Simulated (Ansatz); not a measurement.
## Phonons of Ti-Pt-Pt-Ti stack of (111) layers

The plan: relax Ti-Pt-Pt-Ti stack of (111) layers, check its phonons, and, if the lattice is stable, compute its Eliashberg function and ρ(T).

Method: DFT PBEsol, scalar-relativistic, plane waves, PAW; PAW set soft_1, in Ansatz 0.2.0.

## 1. The structure

The cell holds 4 atoms: 2 Ti and 2 Pt. Cell: a = 2.772 Å, b = 2.772 Å, c = 17.790 Å, α = 90.0°, β = 90.0°, γ = 120.0°. Vacuum lies along c.

## 2. Rough relaxation

The start is far from rest, so a relaxation with loose thresholds does the first part.

The input, input.yaml:

```yaml
crystal:
  lattice:
    - [2.77186, 0.0, 0.0]
    - [-1.38593, 2.4005, 0.0]
    - [0.0, 0.0, 17.78964]
  atoms:
    - { symbol: Ti, position: [0.0, 0.0, 0.30916872] }
    - { symbol: Pt, position: [0.33333333, 0.66666667, 0.43638957] }
    - { symbol: Pt, position: [0.66666667, 0.33333333, 0.56361043] }
    - { symbol: Ti, position: [0.0, 0.0, 0.69083128] }
  periodic: [true, true, false]
kpoints:
  mp_grid: { grid: [9, 9, 1] }
hamiltonian:
  xc: pbesol
  pseudopotentials: { kind: paw, azcp: { folder: soft_1 }, xc_functional: pbe }
scf:
  occupations: { method: gaussian, width: 0.1 }
output:
  forces: true
  stress: true
  eigenvalues: true
relax:
  adjacent_minimum: "off"
  f_tol: 0.05
  max_steps: 80
  cell: { stress_2d_tol: 0.02 }
```

The run is started by

```console
ansatz run input.yaml --threads 4 --pin off --max-ram 12288MiB --backend cpu --events-out ev --progress --plain --runs-dir out
```

Numbers of over 12 decimals in the logs are rounded to 6 here.

The log of the run:

```text
Warning: crystal.periodic: the lattice vector that does not repeat stood 0.000° off the slab's normal, 17.790 Å along it as the deck builds it. The run solves the slab on a vector along the normal, 37.379 Å long, with every atom where it was (on the deck's vector they left 11.00 Å outside them, and the widest stretch free of ions among them is 2.26 Å). A fractional position that the run reports is one of the run's ce [...]
The last accepted step is kept in <dir> (removed where the run ends without a failure and the disk answers)
crystal.periodic: the lattice vector that does not repeat stood 0.000° off the slab's normal, 17.790 Å along it as the deck builds it. The run solves the slab on a vector along the normal, 37.379 Å long, with every atom where it was (on the deck's vector they left 11.00 Å outside them, and the widest stretch free of ions among them is 2.26 Å). A fractional position that the run reports is one of the run's cell, which [...]
Engine: ansatz 0.2.0, aarch64-unknown-linux-gnu
Pseudopotentials: kind: paw
Pseudopotential: Ti, paw, valence charge 12, recommended cutoff 420 eV (normal), soft_1/Ti.paw.azcp
Pseudopotential: Pt, paw, valence charge 18, recommended cutoff 420 eV (normal), soft_1/Pt.paw.azcp
Functional definition: PBEsol
  exchange = pbesol_x
  correlation = pbesol_c
Crystal: 4 atoms, lattice volume = 248.716 Å³
Basis set: ecut = 420 eV, 4889 PW (Γ), exchange–correlation on 40×40×500 points (8 copies of the dense FFT grid, shifted against one another)
Bands: 36, of which v1, the nominal top of the filled ones, is band 30 counted from 1 (29 counted from 0)
Symmetry: 12 space group operations
Space group: P-3m1 (ITA 164), of the structure as read, at distance tolerance 6.3e-5 Å
k-points: 12 of 81
Non-local potential: Ti, projectors of the file, l = 0: 3, l = 1: 2, l = 2: 3, l = 3: 1
Non-local potential: Pt, projectors of the file, l = 0: 3, l = 1: 2, l = 2: 2, l = 3: 1
PAW form: soft (Blöchl's): semilocal exchange-correlation on the pseudo side does not see the compensation charge
PAW frozen core: Ti, regenerated for the run's functional, and the local potential with it (the file was generated under x = pbe(κ = 0.804, μ = 0.219515), c = pbe(β = 0.066725))
PAW frozen core: Pt, regenerated for the run's functional, and the local potential with it (the file was generated under x = pbe(κ = 0.804, μ = 0.219515), c = pbe(β = 0.066725))
PAW one-centre angular grid: Ti, 590 points (default); XC on 64 Gauss nodes
PAW one-centre angular grid: Pt, 590 points (default); XC on 64 Gauss nodes
Initial density: superposition of atomic densities (neutral atoms: chi_scale 0, normalization atom)
Initial wavefunctions: pseudopotential atomic-orbital guess
Functional: x = pbesol(κ = 0.804, μ = 0.123457), c = pbesol(β = 0.046)
SCF iter   1: F=—  HF=-29725.014279 eV  |F-HF|=—  |Δ(HF+E_count)|=         —  Δρ=1.12e-1  dr2=1.70e2  ethr=3.10e-3  ⟨swp⟩=13.6  Hψ=3019  notcnv=0
preconditioner: auto → LDOS  [metal: Δε(μ)=0.092 eV  Ē_g=4.004 eV  σ=0.100 eV  W_gap=0.49  n_scr=24 (ndim 8)  ℏωp=12.5 eV  f_vac=0.693  D(μ)=3.29/eV (n_scr^D=18)  β→1.0]
SCF iter   2: F=—  HF=-29730.876960 eV  |F-HF|=—  |Δ(HF+E_count)|=    5.86e0  Δρ=1.15e-1  dr2=1.16e2  ethr=3.10e-3  ⟨swp⟩=6.2  Hψ=1566  notcnv=0  defer=11
SCF iter   3: F=—  HF=-29720.168474 eV  |F-HF|=—  |Δ(HF+E_count)|=    1.07e1  Δρ=5.49e-2  dr2=3.55e1  ethr=3.10e-3  ⟨swp⟩=4.8  Hψ=1352  notcnv=0  defer=7
SCF iter   4: F=—  HF=-29718.121512 eV  |F-HF|=—  |Δ(HF+E_count)|=    2.05e0  Δρ=1.31e-2  dr2=3.86e0  ethr=3.10e-3  ⟨swp⟩=3.4  Hψ=1059  notcnv=0  defer=5
SCF iter   5: F=—  HF=-29718.041560 eV  |F-HF|=—  |Δ(HF+E_count)|=   8.00e-2  Δρ=7.37e-3  dr2=6.53e-1  ethr=3.10e-3  ⟨swp⟩=1.7  Hψ=556  notcnv=0  defer=6
SCF iter   6: F=—  HF=-29718.011427 eV  |F-HF|=—  |Δ(HF+E_count)|=   3.01e-2  Δρ=1.78e-3  dr2=4.43e-2  ethr=1.09e-3  ⟨swp⟩=3.2  Hψ=709  notcnv=0  defer=6
SCF iter   7: F=—  HF=-29718.015948 eV  |F-HF|=—  |Δ(HF+E_count)|=   4.52e-3  Δρ=2.06e-3  dr2=5.13e-2  ethr=7.38e-5  ⟨swp⟩=3.6  Hψ=1026  notcnv=0  defer=5
SCF iter   8: F=—  HF=-29718.014606 eV  |F-HF|=—  |Δ(HF+E_count)|=   1.34e-3  Δρ=8.67e-4  dr2=2.78e-3  ethr=7.38e-5  ⟨swp⟩=3.0  Hψ=712  notcnv=0  defer=5
SCF iter   9: F=—  HF=-29718.014109 eV  |F-HF|=—  |Δ(HF+E_count)|=   4.97e-4  Δρ=1.82e-4  dr2=1.24e-4  ethr=4.63e-6  ⟨swp⟩=3.8  Hψ=899  notcnv=0  defer=5
SCF iter  10: F=—  HF=-29718.014120 eV  |F-HF|=—  |Δ(HF+E_count)|=   1.08e-5  Δρ=7.92e-5  dr2=2.34e-5  ethr=2.06e-7  ⟨swp⟩=3.9  Hψ=1042  notcnv=0  defer=5
SCF iter  11: F=—  HF=-29718.014054 eV  |F-HF|=—  |Δ(HF+E_count)|=   6.56e-5  Δρ=3.06e-5  dr2=2.37e-6  ethr=3.90e-8  ⟨swp⟩=3.8  Hψ=1014  notcnv=0  defer=6
SCF iter  12: F=—  HF=-29718.014058 eV  |F-HF|=—  |Δ(HF+E_count)|=   3.81e-6  Δρ=1.38e-5  dr2=7.92e-7  ethr=3.94e-9  ⟨swp⟩=3.7  Hψ=969  notcnv=0  defer=6
SCF iter  13: F=-29718.014059 eV  HF=-29718.014058 eV  |F-HF|=2.15e-7  |Δ(HF+E_count)|=   3.99e-7  Δρ=3.26e-6  dr2=1.86e-8  ethr=1.67e-10  ⟨swp⟩=13.6  Hψ=3098  notcnv=0
SCF 1 converged in 13 iterations: F = -29718.014059 eV  dr2 = 1.86e-8
  greatest PAW one-centre occupation: 1.000 electrons in one spin orbital (limit 2), on the Pt atom at site 2 (counted from 0), in its partial waves of l = 0
relax step   1: F+E_penalty+E_count = -29718.01405863 eV  Δ(F+E_penalty+E_count) = +0.000e0 eV  max|allowed force component| = 1.444e0 eV/Å  Δτ_max = 0.0000 Å  P = -1.612 N/m  Ω = 248.716 Å³  fix = [c, alpha, beta]  reactions: c -0.000 N/m  (13 SCF iters, dr2 threshold 1.00e-7 eV, accepted)
Crystal: 4 atoms, lattice volume = 246.497 Å³
Basis set: ecut = 420 eV, 4811 PW (Γ), exchange–correlation on 40×40×500 points (8 copies of the dense FFT grid, shifted against one another)
Initial density: handed on by an earlier stage of this run
Initial wavefunctions: those handed on with the density
iter 1 solved again at ethr=1.51e-3 eV; its pass at ethr=3.10e-3 eV (dr2=9.07e-1 eV) is discarded
SCF iter   1: F=—  HF=-29718.134198 eV  |F-HF|=—  |Δ(HF+E_count)|=         —  Δρ=1.15e-2  dr2=8.96e-1  ethr=1.51e-3  ⟨swp⟩=1.8  Hψ=2995  notcnv=0
preconditioner: auto → LDOS  [metal: Δε(μ)=0.027 eV  Ē_g=4.600 eV  σ=0.100 eV  W_gap=0.15  n_scr=24 (ndim 8)  ℏωp=12.5 eV  f_vac=0.705  D(μ)=12.62/eV (n_scr^D=150)  β→1.0]
SCF iter   2: F=—  HF=-29718.075606 eV  |F-HF|=—  |Δ(HF+E_count)|=   5.86e-2  Δρ=4.63e-3  dr2=1.39e-1  ethr=1.49e-3  ⟨swp⟩=2.8  Hψ=797  notcnv=0
SCF iter   3: F=—  HF=-29718.073600 eV  |F-HF|=—  |Δ(HF+E_count)|=   2.01e-3  Δρ=2.41e-3  dr2=6.88e-2  ethr=2.32e-4  ⟨swp⟩=3.2  Hψ=923  notcnv=0  defer=1
[...]
SCF iter   1: F=—  HF=-29718.153124 eV  |F-HF|=—  |Δ(HF+E_count)|=         —  Δρ=4.64e-3  dr2=1.50e-1  ethr=2.65e-4  ⟨swp⟩=2.7  Hψ=2759  notcnv=0
preconditioner: auto → LDOS  [metal: Δε(μ)=0.030 eV  Ē_g=4.556 eV  σ=0.100 eV  W_gap=0.17  n_scr=24 (ndim 8)  ℏωp=12.5 eV  f_vac=0.699  D(μ)=11.10/eV (n_scr^D=110)  β→1.0]
SCF iter   2: F=—  HF=-29718.145825 eV  |F-HF|=—  |Δ(HF+E_count)|=   7.30e-3  Δρ=4.00e-3  dr2=1.29e-1  ethr=2.50e-4  ⟨swp⟩=2.6  Hψ=770  notcnv=0
SCF iter   3: F=—  HF=-29718.132862 eV  |F-HF|=—  |Δ(HF+E_count)|=   1.30e-2  Δρ=7.84e-4  dr2=8.53e-4  ethr=2.14e-4  ⟨swp⟩=2.6  Hψ=754  notcnv=0
SCF iter   4: F=—  HF=-29718.133919 eV  |F-HF|=—  |Δ(HF+E_count)|=   1.06e-3  Δρ=3.76e-4  dr2=3.47e-4  ethr=1.42e-6  ⟨swp⟩=3.5  Hψ=1039  notcnv=0
SCF iter   5: F=—  HF=-29718.133920 eV  |F-HF|=—  |Δ(HF+E_count)|=   1.29e-6  Δρ=1.82e-4  dr2=6.33e-5  ethr=5.78e-7  ⟨swp⟩=3.6  Hψ=942  notcnv=0
SCF iter   6: F=—  HF=-29718.133962 eV  |F-HF|=—  |Δ(HF+E_count)|=   4.18e-5  Δρ=6.13e-5  dr2=1.14e-5  ethr=1.05e-7  ⟨swp⟩=2.9  Hψ=758  notcnv=0
SCF iter   7: F=—  HF=-29718.133969 eV  |F-HF|=—  |Δ(HF+E_count)|=   6.73e-6  Δρ=2.26e-5  dr2=2.58e-6  ethr=1.90e-8  ⟨swp⟩=3.2  Hψ=877  notcnv=0
SCF iter   8: F=—  HF=-29718.133970 eV  |F-HF|=—  |Δ(HF+E_count)|=   8.83e-7  Δρ=8.12e-6  dr2=8.88e-7  ethr=4.29e-9  ⟨swp⟩=3.3  Hψ=886  notcnv=0
SCF iter   9: F=-29718.133970 eV  HF=-29718.133970 eV  |F-HF|=5.16e-8  |Δ(HF+E_count)|=   4.30e-7  Δρ=3.62e-6  dr2=5.92e-8  ethr=6.67e-10  ⟨swp⟩=33.0  Hψ=2751  notcnv=0
SCF 3 converged in 9 iterations: F = -29718.133970 eV  dr2 = 5.92e-8
relax step   3: F+E_penalty+E_count = -29718.13397041 eV  Δ(F+E_penalty+E_count) = -6.496e-2 eV  max|allowed force component| = 1.560e-1 eV/Å  Δτ_max = 0.0621 Å  P = -1.232 N/m  Ω = 248.385 Å³  energy of the carried Pulay correction = +2.505e-5 eV  fix = [c, alpha, beta]  reactions: c -0.000 N/m  (9 SCF iters, dr2 threshold 4.00e-7 eV, accepted)
[...]
relax step   4: F+E_penalty+E_count = -29718.14137286 eV  Δ(F+E_penalty+E_count) = -7.402e-3 eV  max|allowed force component| = 5.012e-2 eV/Å  Δτ_max = 0.0482 Å  P = +0.486 N/m  Ω = 247.920 Å³  energy of the carried Pulay correction = +6.035e-5 eV  fix = [c, alpha, beta]  reactions: c +0.000 N/m  (9 SCF iters, dr2 threshold 4.00e-7 eV, accepted)
[...]
relax step   5: F+E_penalty+E_count = -29718.14204360 eV  Δ(F+E_penalty+E_count) = -6.707e-4 eV  max|allowed force component| = 5.112e-3 eV/Å  Δτ_max = 0.0110 Å  P = +0.004 N/m  Ω = 248.106 Å³  energy of the carried Pulay correction = +4.622e-5 eV  fix = [c, alpha, beta]  reactions: c +0.000 N/m  (7 SCF iters, dr2 threshold 2.10e-7 eV, accepted)
Initial wavefunctions: pseudopotential atomic-orbital guess (no wavefunctions were taken with the density)
iter 1 solved again at ethr=9.41e-8 eV; its pass at ethr=3.10e-3 eV (dr2=5.64e-5 eV) is discarded
SCF iter   1: F=—  HF=-29718.141949 eV  |F-HF|=—  |Δ(HF+E_count)|=         —  Δρ=6.48e-6  dr2=2.13e-7  ethr=9.41e-8  ⟨swp⟩=7.6  Hψ=5345  notcnv=0
preconditioner: auto → LDOS  [metal: Δε(μ)=0.025 eV  Ē_g=4.579 eV  σ=0.100 eV  W_gap=0.14  n_scr=24 (ndim 8)  ℏωp=12.5 eV  f_vac=0.704  D(μ)=11.47/eV (n_scr^D=124)  β→1.0]
SCF iter   2: F=—  HF=-29718.141986 eV  |F-HF|=—  |Δ(HF+E_count)|=   3.72e-5  Δρ=4.95e-6  dr2=7.63e-8  ethr=3.55e-10  ⟨swp⟩=4.6  Hψ=1328  notcnv=0
SCF iter   3: F=—  HF=-29718.141986 eV  |F-HF|=—  |Δ(HF+E_count)|=   3.93e-8  Δρ=3.33e-6  dr2=5.05e-8  ethr=1.27e-10  ⟨swp⟩=3.7  Hψ=946  notcnv=0
SCF iter   4: F=—  HF=-29718.141986 eV  |F-HF|=—  |Δ(HF+E_count)|=   3.83e-8  Δρ=9.73e-7  dr2=5.51e-9  ethr=8.41e-11  ⟨swp⟩=2.6  Hψ=577  notcnv=0
SCF iter   5: F=—  HF=-29718.141986 eV  |F-HF|=—  |Δ(HF+E_count)|=  6.55e-11  Δρ=3.71e-7  dr2=6.19e-10  ethr=9.18e-12  ⟨swp⟩=3.0  Hψ=821  notcnv=0
SCF iter   6: F=—  HF=-29718.141986 eV  |F-HF|=—  |Δ(HF+E_count)|=   3.03e-9  Δρ=1.62e-7  dr2=1.29e-10  ethr=1.03e-12  ⟨swp⟩=3.9  Hψ=1031  notcnv=0
SCF iter   7: F=—  HF=-29718.141986 eV  |F-HF|=—  |Δ(HF+E_count)|=   1.01e-9  Δρ=5.60e-8  dr2=8.11e-12  ethr=1.00e-12  ⟨swp⟩=1.8  Hψ=511  notcnv=0
SCF iter   8: F=—  HF=-29718.141986 eV  |F-HF|=—  |Δ(HF+E_count)|=  7.13e-10  Δρ=3.22e-8  dr2=3.06e-12  ethr=1.00e-12  ⟨swp⟩=15.2  Hψ=3272  notcnv=0
SCF iter   9: F=-29718.141986 eV  HF=-29718.141986 eV  |F-HF|=2.04e-10  |Δ(HF+E_count)|=  2.62e-10  Δρ=9.64e-9  dr2=7.63e-13  ethr=1.00e-12  ⟨swp⟩=8.0  Hψ=2328  notcnv=0
SCF 6 converged in 9 iterations: F = -29718.141986 eV  dr2 = 7.63e-13
relax step   6: F+E_penalty+E_count = -29718.14198620 eV  Δ(F+E_penalty+E_count) = +5.740e-5 eV  max|allowed force component| = 5.126e-3 eV/Å  Δτ_max = 0.0000 Å  P = +0.006 N/m  Ω = 248.106 Å³  fix = [c, alpha, beta]  reactions: c +0.000 N/m  stress off target by 6.34e-3 N/m on what of the cell is left free  SCF on the basis re-selected at this cell (its energy is not comparable with the rows above)  (9 SCF iters)
basis re-selected at this cell: Δ(F+E_penalty+E_count) = +5.740e-5 eV, ΔP = +0.003 N/m vs the last step (what re-selecting the basis moved, of the pressure what is left beyond the Pulay correction that the steps carried, after the strain that the cell walked since its last selection, with what the two solves' SCF thresholds leave and, on support functions, any second-order correction that the steps lacked; it is no m [...]
SCF converged after 9 iterations
Free energy (F): -29718.141986 eV
Harris-Foulkes:  -29718.141986 eV  (|F-HF|=2.04e-10)
Internal energy: -29718.084643 eV  (E = F + TS)
E sigma→0 (E₀):  -29718.113314 eV
Entropy (-TS):   -0.057344 eV (-14.336 meV/atom)
Fermi energy:    -4.641369 eV
--- Per-component energies (eV) ---
  E_band       = -2026.077479
  E_kinetic    = 1760.071789
  E_local      = -329503.667188  (includes V_loc(G=0)·N_el)
  E_nonlocal   = 539.332557
  E_hartree    = 163500.349833
  E_xc         = -692.792624
  E_vxc        = -832.127075  (∫ρ·V_xc dr)
  E_paw        = -20727.833171  (= ΣΔE_a)
  E_vpaw       = -990.389142  (= ΣTr[D̂ρ^β])
  E_aug_tail   = 0.002067  (compensation charges beyond the density's cutoff)
  E_ewald      = 155405.599262
  E_core_change = 0.852832  (= ΣΔE_core)
  E_smearing   = -0.057344  (= −TS)
  E_closure    = -0.000000  (closes the sum)
  Σ components = -29718.141986   (vs F -29718.141986, Δ=0.00e0)
--- Forces (eV/Å), atoms counted from 1 ---
  atom   1  Ti     0.00000000     0.00000000     0.00154671
  atom   2  Pt     0.00000000     0.00000000     0.00512602
  atom   3  Pt     0.00000000    -0.00000000    -0.00512602
  atom   4  Ti     0.00000000    -0.00000000    -0.00154671
  max |Σ_I F_I| component: 1.16e-18 eV/Å
--- 2D stress c σ (N/m, compression-positive) ---
        0.006341       0.000000       0.000000
        0.000000       0.006341      -0.000000
        0.000000      -0.000000       0.000000
  P = ½ c Tr σ = 0.0063 N/m
--- Band table (eV; the first three rows and the last of 12) ---
  k-point 0: bands = [... 26 lower, -6.7846, -6.1865, -6.1865, -6.1248, -4.9570, -4.8653, -4.6213, -3.5346, ... 2 higher]
  k-point 1: bands = [... 26 lower, -6.9158, -6.4315, -6.1837, -5.9712, -4.7004, -4.6894, -4.3614, -3.7648, ... 2 higher]
  k-point 2: bands = [... 26 lower, -6.9593, -6.2676, -6.2028, -5.8395, -4.6575, -4.5552, -4.3106, -3.8042, ... 2 higher]
  k-point 11: bands = [... 26 lower, -4.5763, -4.5763, -4.5344, -4.5344, -3.9694, -3.9694, -3.5793, -3.5793, ... 2 higher]
--- Relaxed structure (5 steps of the walk, 5 accepted, 1 SCFs on fresh bases) ---
  F+E_penalty+E_count = -29718.14198620 eV   max|allowed force component| = 5.126e-3 eV/Å   (the final SCF, on the basis selected at the relaxed cell)
  cell:  # Å, volume = 248.1061 Å³
    - [2.768458, 0.0, 0]
    - [-1.384229, 2.397555, 0]
    - [0, 0, 37.379279]
  atoms:
    - { symbol: Ti, position: [7.151114173278966e-19, 0, 0.147857] }
    - { symbol: Pt, position: [0.333333, 0.666667, 0.205555] }
    - { symbol: Pt, position: [0.666667, 0.333333, 0.270368] }
    - { symbol: Ti, position: [-7.151114173278953e-19, 0, 0.328066] }
```

It took 17 s on 4 threads of Arm Neoverse V1, shared host; peak memory 0.66 GiB; 62 s of CPU time.

Step by step:

| step | energy less that of the first step (eV) | largest force component (eV/Å) | volume (Å³) |
| --- | --- | --- | --- |
| 1 | 0.0000 | 1.4442 | 248.72 |
| 2 | -0.0550 | 0.9236 | 246.50 |
| 3 | -0.1199 | 0.1560 | 248.39 |
| 4 | -0.1273 | 0.0501 | 247.92 |
| 5 | -0.1280 | 0.0051 | 248.11 |
| 6* | -0.1279 | 0.0051 | 248.11 |

Relaxation steps marked * repeat the geometry before them on a plane-wave basis chosen anew for their cell, so energy and pressure can jump there.

Forces are held to the 12 operations that the run works with; a distortion that breaks them can't arise in this run.

| cell as run | before | after | change |
| --- | --- | --- | --- |
| a (Å) | 2.772 | 2.768 | -0.1 % |
| b (Å) | 2.772 | 2.768 | -0.1 % |

The atoms that moved most (Å, along periodic axes as changes of fractional coordinates times the final cell, across vacuum about the mean position):

| atom | dx | dy | dz | length |
| --- | --- | --- | --- | --- |
| Pt3 | 0.000 | 0.000 | 0.080 | 0.080 |
| Pt2 | 0.000 | 0.000 | -0.080 | 0.080 |
| Ti4 | 0.000 | 0.000 | -0.027 | 0.027 |
| Ti1 | 0.000 | 0.000 | 0.027 | 0.027 |

The relaxed structure:

```xyz
4
Lattice="2.7685 0.0000 0.0000 -1.3842 2.3976 0.0000 0.0000 0.0000 37.3793" Properties=species:S:1:pos:R:3
Ti    0.0000    0.0000    5.5268
Pt    0.0000    1.5984    7.6835
Pt    1.3842    0.7992   10.1062
Ti    0.0000    0.0000   12.2629
```

Numbers from this step:

```yaml
metallic_on_mesh: yes
gap_on_the_k_mesh: 0 eV
```

The relaxation ends with a largest force component of 0.0051 eV/Å.

## 3. Relaxation

The structure is brought to rest under this functional.

input.yaml, the sections that differ from step 2:

```yaml
crystal:
  lattice:
    - [2.7684581179, 0.0, 0.0]
    - [-1.3842290589, 2.3975550594, 0.0]
    - [0.0, 0.0, 37.3792790878]
  atoms:
    - { symbol: Ti, position: [0.0, 0.0, 0.1478568156] }
    - { symbol: Pt, position: [0.3333333333, 0.6666666667, 0.2055547242] }
    - { symbol: Pt, position: [0.6666666667, 0.3333333333, 0.2703677771] }
    - { symbol: Ti, position: [0.0, 0.0, 0.3280656857] }
  periodic: [true, true, false]
kpoints:
  mp_grid: { grid: [12, 12, 1] }
relax:
  adjacent_minimum: "off"
  f_tol: 0.005
  max_steps: 80
  cell: { stress_2d_tol: 0.02 }
# hamiltonian, scf, output: as in step 2
```

The log of the run:

```text
[the first part of the log is left out]
  E_aug_tail   = 0.002035  (compensation charges beyond the density's cutoff)
  E_ewald      = 153708.835333
  E_core_change = 0.852832  (= ΣΔE_core)
  E_smearing   = -0.064057  (= −TS)
  E_closure    = -0.000000  (closes the sum)
  Σ components = -29718.132468   (vs F -29718.132468, Δ=0.00e0)
--- Forces (eV/Å), atoms counted from 1 ---
  atom   1  Ti    -0.00000000     0.00000000     0.00016690
  atom   2  Pt    -0.00000000     0.00000000    -0.00032738
[...]
--- Band table (eV; the first three rows and the last of 19) ---
[...]
--- Relaxed structure (5 steps of the walk, 4 accepted, 1 SCFs on fresh bases) ---
[...]
cell:  # Å, volume = 251.8477 Å³
    - [2.789255, -2.9084304413868318e-11, 0]
    - [-1.394627, 2.415566, 0]
    - [0, 0, 37.3792790878]
  atoms:
    - { symbol: Ti, position: [6.518501842918302e-19, 3.2592509212825636e-19, 0.148987] }
    - { symbol: Pt, position: [0.333333, 0.666667, 0.205674] }
    - { symbol: Pt, position: [0.666667, 0.333333, 0.270248] }
    - { symbol: Ti, position: [-6.518501842918307e-19, -3.2592509212825664e-19, 0.326936] }
[key lines of the parts left out:]
P = ½ c Tr σ = -0.0026 N/m
```

Wall time 24 s (4 threads); peak memory 0.7 GiB.

The steps of the relaxation:

| step | energy less that of the first step (eV) | largest force component (eV/Å) | volume (Å³) |
| --- | --- | --- | --- |
| 1 | 0.0000 | 0.1241 | 248.11 |
| 2 | -0.0075 | 0.0442 | 250.82 |
| 3 | -0.0070 | 0.0590 | 252.43 |
| 4 | -0.0080 | 0.0034 | 251.60 |
| 5 | -0.0081 | 0.0003 | 251.85 |
| 6 | -0.0083 | 0.0003 | 251.85 |

The log counts 1 steps on a newly chosen plane-wave basis, not all of them marked here; energy and pressure can jump at such steps. Relaxation step 3 was tried and not accepted.

| cell as run | before | after | change |
| --- | --- | --- | --- |
| a (Å) | 2.768 | 2.789 | +0.8 % |
| b (Å) | 2.768 | 2.789 | +0.8 % |

The atoms that moved most (Å, along periodic axes as changes of fractional coordinates times the final cell, across vacuum about the mean position):

| atom | dx | dy | dz | length |
| --- | --- | --- | --- | --- |
| Ti4 | 0.000 | 0.000 | -0.042 | 0.042 |
| Ti1 | 0.000 | 0.000 | 0.042 | 0.042 |

Final coordinates:

```xyz
4
Lattice="2.7893 0.0000 0.0000 -1.3946 2.4156 0.0000 0.0000 0.0000 37.3793" Properties=species:S:1:pos:R:3
Ti    0.0000    0.0000    5.5690
Pt    0.0000    1.6104    7.6880
Pt    1.3946    0.8052   10.1017
Ti    0.0000    0.0000   12.2206
```

The relaxation ends with a largest force component of 3.3e-4 eV/Å.

(Part 1 of 2 ends here.)

[Logs are printed without paths, hosts, clocks, repeated set-up lines and the standing remarks that a program may print on its own settings, such as how far it seeks lower states.]

[Hosts, paths, dates, database ids (printed as entryN), source tags and the programs' standing remarks are cut or masked in the printed files.]
